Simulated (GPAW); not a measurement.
**STM contrast on W2CS2 MXene monolayer**

Aim: Tersoff-Hamann images of W2CS2 MXene monolayer at several biases.

Program: GPAW 26.7.0. Level of theory: GPAW, PAW setups; layer in a repeated cell with vacuum, relaxation of atoms and in-plane cell, in the first sound run; inputs show where later runs differ. Results are calculated unless marked as measured.

## Step 1: Starting point

The cell holds 5 atoms: 2 S, 2 W and 1 C. Its edges and angles: a = 3.125 Å, b = 3.125 Å, c = 19.950 Å, α = 90.0°, β = 90.0°, γ = 120.0°. Vacuum lies along c.

## Step 2: Relaxing the atoms

The atoms are relaxed first, since the surface dipole, and with it the work function, follows the positions of the outer layers.

Contents of run.py:

```python
import json
import numpy as np
from ase import Atoms
from ase.filters import FrechetCellFilter
from ase.optimize import BFGS
from gpaw import GPAW, PW

slab = Atoms(
    ['S', 'W', 'C', 'W', 'S'],
    positions=[
        [-0.00000, 1.80446, 7.00000],
        [1.56270, 0.90223, 8.74184],
        [0.00000, 0.00000, 9.97504],
        [-0.00000, 1.80446, 11.20825],
        [1.56270, 0.90223, 12.95008]],
    cell=[[3.12541, 0.0, 0.0], [-1.5627, 2.70668, 0.0], [0.0, 0.0, 19.9501]],
    pbc=[True, True, True])

slab.calc = GPAW(mode=PW(600), xc='PBE', kpts={'size': (12, 12, 1), 'gamma': True},
                 occupations={'name': 'fermi-dirac', 'width': 0.05}, nbands='160%',
                 convergence={'density': 1e-05}, maxiter=200,
                 symmetry={'tolerance': 1e-3}, txt='slab.txt')
result = {}
# The in-plane cell is free; stress needs a cell that repeats along all three vectors
path = []
opt = BFGS(FrechetCellFilter(slab, mask=[1, 1, 0, 0, 0, 1]), maxstep=0.2)
opt.attach(lambda: path.append((slab.get_potential_energy(), slab.positions.tolist(), slab.get_forces().tolist())))
result['relaxed'] = bool(opt.run(fmax=0.02, steps=45))
result['path'] = path
result['cell'] = slab.cell.tolist()
print('in-plane lattice', slab.cell.cellpar().round(4)[[0, 1, 5]])
energy = slab.get_potential_energy()
fermi = slab.calc.get_fermi_level()
v = slab.calc.get_electrostatic_potential().mean((0, 1)) - fermi
n = slab.calc.get_pseudo_density().mean((0, 1))
L = slab.cell[2, 2]
z = np.arange(len(v)) * L / len(v)
low, high = slab.positions[:, 2].min(), slab.positions[:, 2].max()
below, above = np.interp([low - 4.8, high + 4.8], z, v)
slopes = [np.interp(x, z, np.gradient(v, z)) for x in (low - 4.8, high + 4.8)]
eps = np.array([[slab.calc.get_eigenvalues(k, s) for k in range(len(slab.calc.get_ibz_k_points()))]
                for s in range(slab.calc.get_number_of_spins())]) - fermi
top, bottom = eps[eps < 0].max(), eps[eps > 0].min()
dipole = slab.get_dipole_moment()[2]
print(f'energy {energy:.4f} eV, Fermi level {fermi:.4f} eV, dipole {dipole:.5f} e A')
print(f'potential 4.8 A off the faces, from the Fermi level: lower {below:.4f} eV, upper {above:.4f} eV')
print(f'slope of the potential there: lower {slopes[0]:.5f}, upper {slopes[1]:.5f} eV/A')
print(f'nearest levels on the mesh: {top:.4f} and {bottom:.4f} eV')
print('magnetic moment', round(slab.get_magnetic_moment(), 3))
result.update(energy=energy, fermi=fermi, dipole=dipole, below=below, above=above, slopes=slopes, edges=[top, bottom],
              z=z.tolist(), v=v.tolist(), n=n.tolist(), positions=slab.positions.tolist(),
              forces=slab.get_forces(apply_constraint=False).tolist(), moments=slab.get_magnetic_moments().tolist())
json.dump(result, open('result.json', 'w'))
```

Started as:

```sh
OMP_NUM_THREADS=1 OPENBLAS_NUM_THREADS=1 python run.py
```

The log of the run:

```text
Step          Energy          fmax
BFGS:    0      -41.539122        1.181211
BFGS:    1      -41.575601        0.971957
BFGS:    2      -41.657600        0.792668
BFGS:    3      -41.678805        0.881423
BFGS:    4      -41.860595        0.950588
BFGS:    5      -41.933533        0.749155
BFGS:    6      -41.998073        0.821332
BFGS:    7      -42.030269        0.780292
BFGS:    8      -42.055580        0.417035
BFGS:    9      -42.069518        0.230633
BFGS:   10      -42.076723        0.057660
BFGS:   11      -42.077165        0.019708
in-plane lattice [  3.2709   3.2709 120.    ]
energy -42.0687 eV, Fermi level 1.3050 eV, dipole -0.00017 e A
potential 4.8 A off the faces, from the Fermi level: lower 5.0824 eV, upper 5.0836 eV
slope of the potential there: lower -0.00028, upper -0.00019 eV/A
nearest levels on the mesh: -0.0930 and 0.0462 eV
magnetic moment 0.0
```

Wall time 10 min (1 thread of Intel Xeon Platinum 8488C (Sapphire Rapids), shared host); peak memory 0.44 GiB.

This step gave:

- dipole along the normal: -1.70e-4 e·Å
- levels nearest the Fermi level on the mesh: -0.09298, 0.04618 eV from the Fermi level

The electrostatic potential energy of an electron (without an applied field's), less the Fermi level, planar mean by z:

```
z (Å)  electrostatic potential energy of an electron (without an applied field's), less the Fermi level, planar mean (eV)
  0.0                                                                                                                5.08
  0.5                                                                                                                5.08
  1.0                                                                                                                5.08
  1.5                                                                                                                5.08
  2.0                                                                                                                5.08
  2.5                                                                                                                5.08
  3.0                                                                                                                5.08
  3.5                                                                                                                5.08
  4.0                                                                                                                5.08
  4.5                                                                                                                5.07
  5.0                                                                                                                5.05
  5.5                                                                                                                4.92
  6.0                                                                                                                4.27
  6.5                                                                                                                1.15
  7.0                                                                                                               -10.8
  7.5                                                                                                               -14.7
  8.0                                                                                                               -6.04
  8.5                                                                                                               -15.3
  9.0                                                                                                               -23.0
  9.5                                                                                                               -13.2
 10.0                                                                                                               -14.4
 10.5                                                                                                               -13.9
 11.0                                                                                                               -23.3
 11.5                                                                                                               -13.8
 12.0                                                                                                               -6.08
 12.5                                                                                                               -16.0
 13.0                                                                                                               -9.10
 13.5                                                                                                                1.71
 14.0                                                                                                                4.39
 14.5                                                                                                                4.94
 15.0                                                                                                                5.05
 15.5                                                                                                                5.08
 16.0                                                                                                                5.08
 16.5                                                                                                                5.08
 17.0                                                                                                                5.08
 17.5                                                                                                                5.08
 18.0                                                                                                                5.08
 18.5                                                                                                                5.08
 19.0                                                                                                                5.08
 19.5                                                                                                                5.08
```

Table of pseudo valence density, planar mean by z:

```
z (Å)  pseudo valence density, planar mean (e/Å³)
  4.0                                      8.4e-5
  4.5                                      3.9e-4
  5.0                                     0.00187
  5.5                                     0.00922
  6.0                                      0.0459
  6.5                                       0.195
  7.0                                       0.394
  7.5                                       0.452
  8.0                                       0.455
  8.5                                       0.793
  9.0                                        1.40
  9.5                                       0.728
 10.0                                       0.644
 10.5                                       0.767
 11.0                                        1.42
 11.5                                       0.715
 12.0                                       0.457
 12.5                                       0.435
 13.0                                       0.387
 13.5                                       0.173
 14.0                                      0.0395
 14.5                                     0.00792
 15.0                                     0.00162
 15.5                                      3.4e-4
 16.0                                      7.3e-5
```

The relaxation lowered the energy of the cell by 0.542 eV (energies extrapolated to zero smearing; the optimiser's log prints free energies). The largest force left on a free atom is 0.020 eV/Å.

(Continued in part 2 of 2.)

[Logs are printed without paths, hosts, clocks, repeated set-up lines and the standing remarks that a program may print on its own settings, such as how far it seeks lower states.]

[Hosts, paths, dates, database ids (printed as entryN), source tags and the programs' standing remarks are cut or masked in the printed files.]
